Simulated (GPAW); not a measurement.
# Ballistic transport through H2 in line between two Na chains, from relaxation to T(E), part 2 of 3

Aim: the conductance of H2 in line between two Na chains after relaxation, and whether geometry, basis or functional moves it most.

GPAW 26.7.0; GPAW LCAO, PAW setups; relaxation of the junction within the symmetry of its start, lead ends held (the session's first sound run).

So far, transmission at the Fermi level (one spin): step 3 (double-zeta polarised basis) 0.342. Also open channels of the lead at the Fermi level (one spin): step 3 1.

## 4. Single-zeta polarised basis

Level of this step: GPAW LCAO, PAW setups; Landauer transmission from Green's functions with principal layers (ASE), zero bias (GPAW).

One radial function a shell plus polarisation makes the matrices smaller; the question is what that costs.

The input, run.py:

```python
import json
import numpy as np
from ase import Atoms
from ase.transport.calculators import TransportCalculator
from gpaw import GPAW, FermiDirac
from gpaw.lcao.tools import get_lcao_hamiltonian
from scipy.linalg import eigh

# The junction with lead layers at both ends, along the third cell vector
device = Atoms(
    ['Na', 'Na', 'Na', 'Na', 'Na', 'Na', 'Na', 'H', 'H', 'Na', 'Na', 'Na', 'Na', 'Na', 'Na', 'Na'],
    positions=[
        [4.50000, 4.50000, 1.65000],
        [4.50000, 4.50000, 4.95000],
        [4.50000, 4.50000, 8.25000],
        [4.50000, 4.50000, 11.55000],
        [4.50000, 4.50000, 14.85000],
        [4.50000, 4.50000, 18.15000],
        [4.50000, 4.50000, 21.07528],
        [4.50000, 4.50000, 23.26989],
        [4.50000, 4.50000, 24.07151],
        [4.50000, 4.50000, 26.26612],
        [4.50000, 4.50000, 29.19140],
        [4.50000, 4.50000, 32.49140],
        [4.50000, 4.50000, 35.79140],
        [4.50000, 4.50000, 39.09140],
        [4.50000, 4.50000, 42.39140],
        [4.50000, 4.50000, 45.69140]],
    cell=[[9.0, 0.0, 0.0], [0.0, 9.0, 0.0], [0.0, 0.0, 47.3414]],
    pbc=True)

# One principal layer of the lead: the first 4 atoms of the device
lead = Atoms(
    ['Na', 'Na', 'Na', 'Na'],
    positions=[
        [4.50000, 4.50000, 1.65000],
        [4.50000, 4.50000, 4.95000],
        [4.50000, 4.50000, 8.25000],
        [4.50000, 4.50000, 11.55000]],
    cell=[[9.0, 0.0, 0.0], [0.0, 9.0, 0.0], [0.0, 0.0, 13.2]],
    pbc=True)

settings = dict(mode='lcao', basis='szp(dzp)', xc='PBE', h=0.2,
                occupations=FermiDirac(0.1), maxiter=250,
                mixer=dict(beta=0.1, nmaxold=8, weight=100.0),
                convergence=dict(density=0.0001))
energies = np.arange(-2, 2 + 1e-9, 0.025)
eta = 0.0001
n1, n2 = 1, 1
# k and -k transmit alike, so half of the mesh across the current serves
mesh = [(i, j) for i in range(n1) for j in range(n2) if (i, j) <= (-i % n1, -j % n2)]
weights = np.array([1 if (i, j) == (-i % n1, -j % n2) else 2 for i, j in mesh]) / (n1 * n2)


def ground_state(atoms, size, txt):
    atoms.calc = GPAW(kpts={'size': size, 'gamma': True}, symmetry={'tolerance': 1e-3}, txt=txt, **settings)
    atoms.get_potential_energy()
    return atoms.calc.get_fermi_level()


def blocks(atoms, fermi, points, nz, cells):
    """H - E_F S and S between cell 0 and the cells above it, at each point across the current."""
    kz = np.arange(nz) / nz
    calc = atoms.calc.fixed_density(kpts=[(*k, z) for k in points for z in kz], symmetry='off', txt=None)
    H, S = get_lcao_hamiltonian(calc)
    H = (H - fermi * S).reshape(len(H), len(points), nz, *S.shape[1:])
    S = S.reshape(H.shape[1:])
    phases = [np.exp(-2j * np.pi * kz * R) / nz for R in cells]
    return [(np.einsum('skzij,z->ksij', H, p), np.einsum('kzij,z->kij', S, p)) for p in phases]


def pair(a, b):
    return np.block([[a, b], [b.T.conj(), a]])


def count_channels(h, s, cells, nk=240):
    """Half the number of times that the lead's bands cross each energy, unfolded to its shortest repeat."""
    b = len(h) // cells
    bands = []
    for k in (np.arange(nk + 1) + 0.5) / nk:
        hk, sk = h[:b, :b].copy(), s[:b, :b].copy()
        for R in range(1, cells):
            phase, block = np.exp(2j * np.pi * k * R), slice(R * b, (R + 1) * b)
            hk += h[:b, block] * phase + (h[:b, block] * phase).T.conj()
            sk += s[:b, block] * phase + (s[:b, block] * phase).T.conj()
        w, u = eigh(sk)
        x = u[:, w > 1e-5] / w[w > 1e-5]**0.5  # drop near-dependent combinations
        bands.append(np.r_[eigh(x.T.conj() @ hk @ x, eigvals_only=True), [1e9] * (w <= 1e-5).sum()])
    below = np.array(bands)[:, :, None] < energies
    return (below[1:] != below[:-1]).sum((0, 1)) / 2


fermi_lead = ground_state(lead, (1, 1, 9), 'lead.txt')
fermi_device = ground_state(device, (1, 1, 2), 'device.txt')
T, channels, eigen, tail, misfit, shifts = [], [], [], 0.0, 0.0, []
for first in range(0, len(mesh), 434):
    points = [(i / n1, j / n2) for i, j in mesh[first:first + 434]]
    (H0k, S0k), (H1k, S1k), (H2k, _) = blocks(lead, fermi_lead, points, 5, range(3))
    [(Hk, Sk)] = blocks(device, fermi_device, points, 2, [0])
    tail = max(tail, abs(H2k).max())
    for H0, S0, H1, S1, H, S in zip(H0k, S0k, H1k, S1k, Hk, Sk):
        n = len(S0)
        # Shift the lead onto the potential of the device's first layer
        shift = ((H[:, 0, 0] - H0[:, 0, 0]) / S0[0, 0]).real.mean()
        shifts.append(shift)
        misfit = max(misfit, abs(H[:, :n, :n] - H0 - shift * S0).max())
        Tk, Ck, Ek = [], [], []
        for s in range(len(H)):
            t = s % len(H0)  # a lead without moments serves both spins
            h1, s1 = pair(H0[t] + shift * S0, H1[t] + shift * S1), pair(S0, S1)
            leads = dict(h1=h1, s1=s1, energies=energies, eta=eta, eta1=eta, eta2=eta)
            calc = TransportCalculator(h=H[s], s=S, eigenchannels=3, **leads)
            Tk.append(calc.get_transmission())
            Ek.append(np.sort(calc.eigenchannels_ne, axis=0)[::-1])
            Ck.append(count_channels(h1, s1, 8))
        T.append(Tk)
        channels.append(Ck)
        eigen.append(Ek)
T, channels = np.array(T), np.array(channels)
mean, open_channels = np.einsum('kse,k->se', T, weights), np.einsum('kse,k->se', channels, weights)

print(f'basis functions: device {len(S)}, principal layer {n}')
print(f'Fermi level: lead {fermi_lead:.4f} eV, device {fermi_device:.4f} eV; lead shifted by {np.mean(shifts):.4f} eV')
print(f'largest coupling past the next layer {tail:.2e} eV, largest misfit of the first layer {misfit:.3f} eV')
print('  E-E_F (eV)   ' + 'T (one spin)  channels')
for e, t, c in zip(energies, mean.T, open_channels.T):
    print(f'{e:10.3f}  ', *[f'{x:11.4e}' for x in t], *[f'{x:9.4f}' for x in c])

kT = 8.617333e-5 * 300
fine = np.linspace(energies[0], energies[-1], 4001)
both = np.exp(np.interp(fine, energies, np.log(np.maximum(mean.sum(0) * 2 / len(mean), 1e-30))))
fermi = lambda mu: 1 / (1 + np.exp(np.clip((fine - mu) / kT, -200, 200)))
slope = fermi(0) * (1 - fermi(0)) / kT
G = np.trapezoid(both * slope, fine) / 2
seebeck = -np.trapezoid(both * slope * fine, fine) / (2 * G * 300) * 1e6
print(f'conductance at 300 K: {G:.5g} G0 a cell; thermopower {seebeck:.4g} uV/K')
bias = [0.1, 0.2, 0.5, 1.0, 1.5, 2.0]
current = [38.74 * np.trapezoid(both * (fermi(V / 2) - fermi(-V / 2)), fine) for V in bias]
for V, I in zip(bias, current):
    print(f'current from the zero-bias T(E) at {V} V: {I:.5g} uA')
zero = abs(energies).argmin()
json.dump(dict(energies=energies.tolist(), T=mean.tolist(), channels=open_channels.tolist(), G=G, seebeck=seebeck,
               bias=bias, current=current, tail=tail, misfit=misfit, shift=np.mean(shifts), n_device=len(S), n_lead=n,
               fermi=[fermi_lead, fermi_device], energy=device.get_potential_energy(),
               moments=device.get_magnetic_moments().tolist(), mesh=mesh, weights=weights.tolist(),
               T_k=T[:, :, zero].tolist(), eigen=np.array(eigen[0]).tolist()), open('result.json', 'w'))
```

On the command line:

```sh
OMP_NUM_THREADS=1 OPENBLAS_NUM_THREADS=1 python run.py
```

What it wrote:

```text
basis functions: device 148, principal layer 40
Fermi level: lead -2.5061 eV, device -2.4453 eV; lead shifted by -0.0005 eV
largest coupling past the next layer 4.06e-12 eV, largest misfit of the first layer 0.019 eV
  E-E_F (eV)   T (one spin)  channels
    -2.000    1.2410e-10    0.0000
    -1.975    1.2378e-10    0.0000
    -1.950    1.2346e-10    0.0000
    -1.925    1.2314e-10    0.0000
    -1.900    1.2281e-10    0.0000
    -1.875    1.2249e-10    0.0000
    -1.850    1.2217e-10    0.0000
    -1.825    1.2184e-10    0.0000
    -1.800    1.2152e-10    0.0000
    -1.775    1.2119e-10    0.0000
    -1.750    1.2087e-10    0.0000
    -1.725    1.2055e-10    0.0000
    -1.700    1.2022e-10    0.0000
    -1.675    1.1990e-10    0.0000
    -1.650    1.1958e-10    0.0000
    -1.625    1.1927e-10    0.0000
[...]
1.825    2.2823e+00    3.0000
     1.850    2.1557e+00    3.0000
     1.875    2.0770e+00    3.0000
     1.900    2.0264e+00    3.0000
     1.925    1.9935e+00    3.0000
     1.950    1.9725e+00    3.0000
     1.975    1.9602e+00    3.0000
     2.000    1.9548e+00    3.0000
conductance at 300 K: 0.42432 G0 a cell; thermopower -0.4709 uV/K
current from the zero-bias T(E) at 0.1 V: 3.2827 uA
current from the zero-bias T(E) at 0.2 V: 6.5369 uA
current from the zero-bias T(E) at 0.5 V: 15.932 uA
current from the zero-bias T(E) at 1.0 V: 30.621 uA
current from the zero-bias T(E) at 1.5 V: 46.726 uA
current from the zero-bias T(E) at 2.0 V: 61.142 uA
```

Wall time 60 s (1 thread of Arm Neoverse V1, shared host); peak memory 1.6 GiB.

This step gave:

```yaml
conductance: 0.4243 G₀
largest_coupling_past_the_next_principal_layer: 4.06e-12 eV
largest_misfit_of_the_first_principal_layer: 0.01874 eV
shift_that_aligns_the_lead: -5.13e-4 eV
basis_functions_of_the_junction: 148
basis_functions_of_a_principal_layer: 40
transmission_at_the_fermi_level_one_spin: 0.4261
```

One spin. Transmission, zone mean against energy, zero at the Fermi level:

| energy (eV) | transmission, zone mean |
| --- | --- |
| -2.000 | 1.2e-10 |
| -1.900 | 1.2e-10 |
| -1.800 | 1.2e-10 |
| -1.700 | 1.2e-10 |
| -1.600 | 1.2e-10 |
| -1.500 | 1.2e-10 |
| -1.400 | 1.2e-10 |
| -1.300 | 1.2e-10 |
| -1.200 | 1.2e-10 |
| -1.100 | 1.2e-10 |
| -1.000 | 1.2e-10 |
| -0.900 | 1.5e-10 |
| -0.825 | 0.869 |
| -0.800 | 0.611 |
| -0.700 | 0.355 |
| -0.600 | 0.313 |
| -0.500 | 0.307 |
| -0.400 | 0.320 |
| -0.300 | 0.348 |
| -0.200 | 0.386 |
| -0.100 | 0.415 |
| 0.000 | 0.426 |
| 0.100 | 0.421 |
| 0.200 | 0.414 |
| 0.300 | 0.414 |
| 0.400 | 0.428 |
| 0.500 | 0.452 |
| 0.600 | 0.484 |
| 0.700 | 0.517 |
| 0.800 | 0.549 |
| 0.900 | 0.578 |
| 1.000 | 0.605 |
| 1.100 | 0.630 |
| 1.200 | 0.655 |
| 1.300 | 0.679 |
| 1.400 | 0.700 |
| 1.500 | 0.719 |
| 1.600 | 0.736 |
| 1.700 | 0.753 |
| 1.775 | 2.64 |
| 1.800 | 2.50 |
| 1.900 | 2.03 |
| 2.000 | 1.95 |

Crossings of the lead's bands, unfolded to its shortest repeat. The open channels, zone mean by energy, zero at the Fermi level:

| energy (eV) | open channels, zone mean |
| --- | --- |
| -0.900 | 0 |
| -0.800 | 1 |
| -0.700 | 1 |
| -0.600 | 1 |
| -0.500 | 1 |
| -0.400 | 1 |
| -0.300 | 1 |
| -0.200 | 1 |
| -0.100 | 1 |
| 0.000 | 1 |
| 0.100 | 1 |
| 0.200 | 1 |
| 0.300 | 1 |
| 0.400 | 1 |
| 0.500 | 1 |
| 0.600 | 1 |
| 0.700 | 1 |
| 0.800 | 1 |
| 0.900 | 1 |
| 1.000 | 1 |
| 1.100 | 1 |
| 1.200 | 1 |
| 1.300 | 1 |
| 1.400 | 1 |
| 1.500 | 1 |
| 1.600 | 1 |
| 1.700 | 1 |
| 1.800 | 3 |
| 1.900 | 3 |
| 2.000 | 3 |

Not self-consistent under bias; the bias window is split evenly. Current through one cell, from the zero-bias transmission against bias:

| bias (V) | current through one cell, from the zero-bias transmission (μA) |
| --- | --- |
| 0.100 | 3.28 |
| 0.200 | 6.54 |
| 0.500 | 15.9 |
| 1.000 | 30.6 |
| 1.500 | 46.7 |
| 2.000 | 61.1 |

Table of transmission of the three most open eigenchannels by energy, zero at the Fermi level:

| energy (eV) | channel 1 | channel 2 | channel 3 |
| --- | --- | --- | --- |
| -0.900 | 1.3e-10 | 2.1e-11 | 0 |
| -0.800 | 0.611 | 4.2e-11 | 0 |
| -0.700 | 0.355 | 8.0e-11 | 0 |
| -0.600 | 0.313 | 8.5e-11 | 0 |
| -0.500 | 0.307 | 8.6e-11 | 0 |
| -0.400 | 0.320 | 8.5e-11 | 0 |
| -0.300 | 0.348 | 8.4e-11 | 0 |
| -0.200 | 0.386 | 8.2e-11 | 0 |
| -0.100 | 0.415 | 8.0e-11 | 0 |
| 0.000 | 0.426 | 7.8e-11 | 0 |
| 0.100 | 0.421 | 7.6e-11 | 0 |
| 0.200 | 0.414 | 7.4e-11 | 0 |
| 0.300 | 0.414 | 7.2e-11 | 0 |
| 0.400 | 0.428 | 6.9e-11 | 0 |
| 0.500 | 0.452 | 6.7e-11 | 0 |
| 0.600 | 0.484 | 6.5e-11 | 0 |
| 0.700 | 0.517 | 6.3e-11 | 0 |
| 0.800 | 0.549 | 6.0e-11 | 0 |
| 0.900 | 0.578 | 5.8e-11 | 0 |
| 1.000 | 0.605 | 5.6e-11 | 0 |
| 1.100 | 0.630 | 5.3e-11 | 0 |
| 1.200 | 0.655 | 5.0e-11 | 0 |
| 1.300 | 0.679 | 4.8e-11 | 0 |
| 1.400 | 0.700 | 4.5e-11 | 0 |
| 1.500 | 0.719 | 4.2e-11 | 0 |
| 1.600 | 0.736 | 3.9e-11 | 0 |
| 1.700 | 0.753 | 1.4e-10 | 1.4e-10 |
| 1.800 | 0.862 | 0.862 | 0.773 |
| 1.900 | 0.799 | 0.614 | 0.614 |
| 2.000 | 0.834 | 0.560 | 0.560 |

The conductance, 0.424 G₀, lies 25 % above that of the dzp run.

## 5. GPAW, sz: basis = "sz(dzp)"

One function for each valence shell of the setup, as for a first survey of a large system.

Edit run.py of step 4 so:

```diff
@@ -42,3 +42,3 @@
 
-settings = dict(mode='lcao', basis='szp(dzp)', xc='PBE', h=0.2,
+settings = dict(mode='lcao', basis='sz(dzp)', xc='PBE', h=0.2,
                 occupations=FermiDirac(0.1), maxiter=250,
```

What it wrote:

```text
basis functions: device 100, principal layer 28
Fermi level: lead -2.4845 eV, device -2.4192 eV; lead shifted by -0.0008 eV
largest coupling past the next layer 4.26e-12 eV, largest misfit of the first layer 0.010 eV
  E-E_F (eV)   T (one spin)  channels
    -2.000    1.2676e-13    0.0000
    -1.975    1.2613e-13    0.0000
    -1.950    1.2550e-13    0.0000
[...]
1.975    1.8329e+00    3.0000
     2.000    1.8342e+00    3.0000
conductance at 300 K: 0.39404 G0 a cell; thermopower 0.04076 uV/K
current from the zero-bias T(E) at 0.1 V: 3.0486 uA
current from the zero-bias T(E) at 0.2 V: 6.0719 uA
current from the zero-bias T(E) at 0.5 V: 14.813 uA
current from the zero-bias T(E) at 1.0 V: 28.515 uA
current from the zero-bias T(E) at 1.5 V: 43.644 uA
current from the zero-bias T(E) at 2.0 V: 58.551 uA
```

It took 47 s on 1 thread; peak memory 1.5 GiB.

This step gave:

| Item | Value |
| --- | --- |
| conductance | 0.3940 G₀ |
| largest coupling past the next principal layer | 4.26e-12 eV |
| largest misfit of the first principal layer | 0.01010 eV |
| shift that aligns the lead | -8.25e-4 eV |
| basis functions of the junction | 100 |
| basis functions of a principal layer | 28 |
| transmission at the Fermi level (one spin) | 0.3956 |

One spin. The transmission, zone mean by energy, zero at the Fermi level:

| energy (eV) | transmission, zone mean |
| --- | --- |
| -2.000 | 0 |
| -1.900 | 0 |
| -1.800 | 0 |
| -1.700 | 0 |
| -1.600 | 0 |
| -1.500 | 0 |
| -1.400 | 0 |
| -1.300 | 0 |
| -1.200 | 0 |
| -1.100 | 0 |
| -1.000 | 0 |
| -0.900 | 1.3e-10 |
| -0.850 | 0.952 |
| -0.800 | 0.562 |
| -0.700 | 0.344 |
| -0.600 | 0.304 |
| -0.500 | 0.297 |
| -0.400 | 0.307 |
| -0.300 | 0.332 |
| -0.200 | 0.364 |
| -0.100 | 0.389 |
| 0.000 | 0.396 |
| 0.100 | 0.389 |
| 0.200 | 0.380 |
| 0.300 | 0.379 |
| 0.400 | 0.390 |
| 0.500 | 0.412 |
| 0.600 | 0.442 |
| 0.700 | 0.475 |
| 0.800 | 0.507 |
| 0.900 | 0.537 |
| 1.000 | 0.565 |
| 1.100 | 0.592 |
| 1.200 | 0.620 |
| 1.300 | 0.646 |
| 1.400 | 0.670 |
| 1.500 | 0.692 |
| 1.600 | 0.712 |
| 1.700 | 0.731 |
| 1.775 | 2.43 |
| 1.800 | 2.17 |
| 1.900 | 1.87 |
| 2.000 | 1.83 |

The conductance, 0.394 G₀, lies 16 % above that of the dzp run.

## 6. revPBE in the dzp basis: xc = "revPBE"

Back in the dzp basis, the functional changes from PBE to revPBE, to set the spread between functionals beside that between bases.

Edit run.py of step 5 so:

```diff
@@ -42,3 +42,3 @@
 
-settings = dict(mode='lcao', basis='sz(dzp)', xc='PBE', h=0.2,
+settings = dict(mode='lcao', basis='dzp', xc='revPBE', h=0.2,
                 occupations=FermiDirac(0.1), maxiter=250,
```

What it wrote:

```text
basis functions: device 248, principal layer 68
Fermi level: lead -2.3960 eV, device -2.3264 eV; lead shifted by -0.0005 eV
largest coupling past the next layer 5.77e-12 eV, largest misfit of the first layer 0.021 eV
  E-E_F (eV)   T (one spin)  channels
    -2.000    5.8859e-11    0.0000
    -1.975    5.8700e-11    0.0000
    -1.950    5.8539e-11    0.0000
[...]
1.975    1.6379e+00    3.0000
     2.000    1.6259e+00    3.0000
conductance at 300 K: 0.30384 G0 a cell; thermopower 1.356 uV/K
current from the zero-bias T(E) at 0.1 V: 2.3505 uA
current from the zero-bias T(E) at 0.2 V: 4.6798 uA
current from the zero-bias T(E) at 0.5 V: 11.392 uA
current from the zero-bias T(E) at 1.0 V: 21.897 uA
current from the zero-bias T(E) at 1.5 V: 33.885 uA
current from the zero-bias T(E) at 2.0 V: 44.802 uA
```

It took 1.8 min on 1 thread; peak memory 1.6 GiB.

This step gave:

- conductance: 0.3038 G₀
- largest coupling past the next principal layer: 5.77e-12 eV
- largest misfit of the first principal layer: 0.02115 eV
- shift that aligns the lead: -5.48e-4 eV
- basis functions of the junction: 248
- basis functions of a principal layer: 68
- transmission at the Fermi level (one spin): 0.3052

The conductance, 0.304 G₀, lies 11 % below that of the dzp run.

## 7. Without the relaxation: geometry = "as built"

The dzp basis with PBE on the structure as first built shows what the relaxation was worth.

Edit run.py of step 6 so:

```diff
@@ -18,6 +18,6 @@
         [4.50000, 4.50000, 18.15000],
-        [4.50000, 4.50000, 21.07528],
-        [4.50000, 4.50000, 23.26989],
-        [4.50000, 4.50000, 24.07151],
-        [4.50000, 4.50000, 26.26612],
+        [4.50000, 4.50000, 21.45000],
+        [4.50000, 4.50000, 23.24570],
+        [4.50000, 4.50000, 24.09570],
+        [4.50000, 4.50000, 25.89140],
         [4.50000, 4.50000, 29.19140],
@@ -42,3 +42,3 @@
 
-settings = dict(mode='lcao', basis='dzp', xc='revPBE', h=0.2,
+settings = dict(mode='lcao', basis='dzp', xc='PBE', h=0.2,
                 occupations=FermiDirac(0.1), maxiter=250,
```

What it wrote:

```text
basis functions: device 248, principal layer 68
Fermi level: lead -2.4844 eV, device -2.4106 eV; lead shifted by -0.0008 eV
largest coupling past the next layer 4.16e-12 eV, largest misfit of the first layer 0.014 eV
  E-E_F (eV)   T (one spin)  channels
    -2.000    1.2333e-10    0.0000
    -1.975    1.2282e-10    0.0000
    -1.950    1.2230e-10    0.0000
[...]
1.975    2.7095e+00    3.0000
     2.000    2.7280e+00    3.0000
conductance at 300 K: 0.606 G0 a cell; thermopower 3 uV/K
current from the zero-bias T(E) at 0.1 V: 4.6896 uA
current from the zero-bias T(E) at 0.2 V: 9.3456 uA
current from the zero-bias T(E) at 0.5 V: 22.86 uA
current from the zero-bias T(E) at 1.0 V: 43.73 uA
current from the zero-bias T(E) at 1.5 V: 63.797 uA
current from the zero-bias T(E) at 2.0 V: 77.314 uA
```

The job ended after 94 s (1 thread; peak memory 1.6 GiB).

Numbers from this step:

```
conductance                                    : 0.6060 G₀
thermopower                                    : 3.000 μV/K
largest coupling past the next principal layer : 4.16e-12 eV
largest misfit of the first principal layer    : 0.01370 eV
shift that aligns the lead                     : -7.99e-4 eV
transmission at the Fermi level (one spin)     : 0.6081
```

One spin. The transmission, zone mean by energy, zero at the Fermi level:

| energy (eV) | transmission, zone mean |
| --- | --- |
| -2.000 | 1.2e-10 |
| -1.900 | 1.2e-10 |
| -1.800 | 1.2e-10 |
| -1.700 | 1.2e-10 |
| -1.600 | 1.1e-10 |
| -1.500 | 1.1e-10 |
| -1.400 | 1.1e-10 |
| -1.300 | 1.0e-10 |
| -1.200 | 9.3e-11 |
| -1.100 | 7.8e-11 |
| -1.000 | 4.3e-11 |
| -0.900 | 1.1e-9 |
| -0.825 | 0.932 |
| -0.800 | 0.654 |
| -0.700 | 0.543 |
| -0.600 | 0.556 |
| -0.500 | 0.565 |
| -0.400 | 0.576 |
| -0.300 | 0.595 |
| -0.200 | 0.616 |
| -0.100 | 0.624 |
| 0.000 | 0.608 |
| 0.100 | 0.574 |
| 0.200 | 0.536 |
| 0.300 | 0.506 |
| 0.400 | 0.487 |
| 0.500 | 0.479 |
| 0.600 | 0.479 |
| 0.700 | 0.483 |
| 0.800 | 0.488 |
| 0.900 | 0.494 |
| 1.000 | 0.502 |
| 1.100 | 0.510 |
| 1.200 | 0.521 |
| 1.300 | 0.532 |
| 1.400 | 0.545 |
| 1.500 | 0.558 |
| 1.600 | 0.574 |
| 1.700 | 0.594 |
| 1.800 | 2.04 |
| 1.900 | 2.63 |
| 2.000 | 2.73 |

The conductance, 0.606 G₀, lies 78 % above that of the dzp run.

## 8. All levels side by side

Times are for 1 thread of Arm Neoverse V1, shared host. The runs compared:

| no. | run | conductance (G₀) | time | memory (GiB) |
| --- | --- | --- | --- | --- |
| 1 | dzp | 0.3401 | 93 s | 1.6 |
| 2 | szp | 0.4243 | 60 s | 1.6 |
| 3 | sz | 0.3940 | 47 s | 1.5 |
| 4 | dzp revPBE | 0.3038 | 1.8 min | 1.6 |
| 5 | asbuilt | 0.6060 | 94 s | 1.6 |

[end of part 2 of 3]

[Logs are printed without paths, hosts, clocks, repeated set-up lines and the standing remarks that a program may print on its own settings, such as how far it seeks lower states.]

[Hosts, paths, dates, database ids (printed as entryN), source tags and the programs' standing remarks are cut or masked in the printed files.]
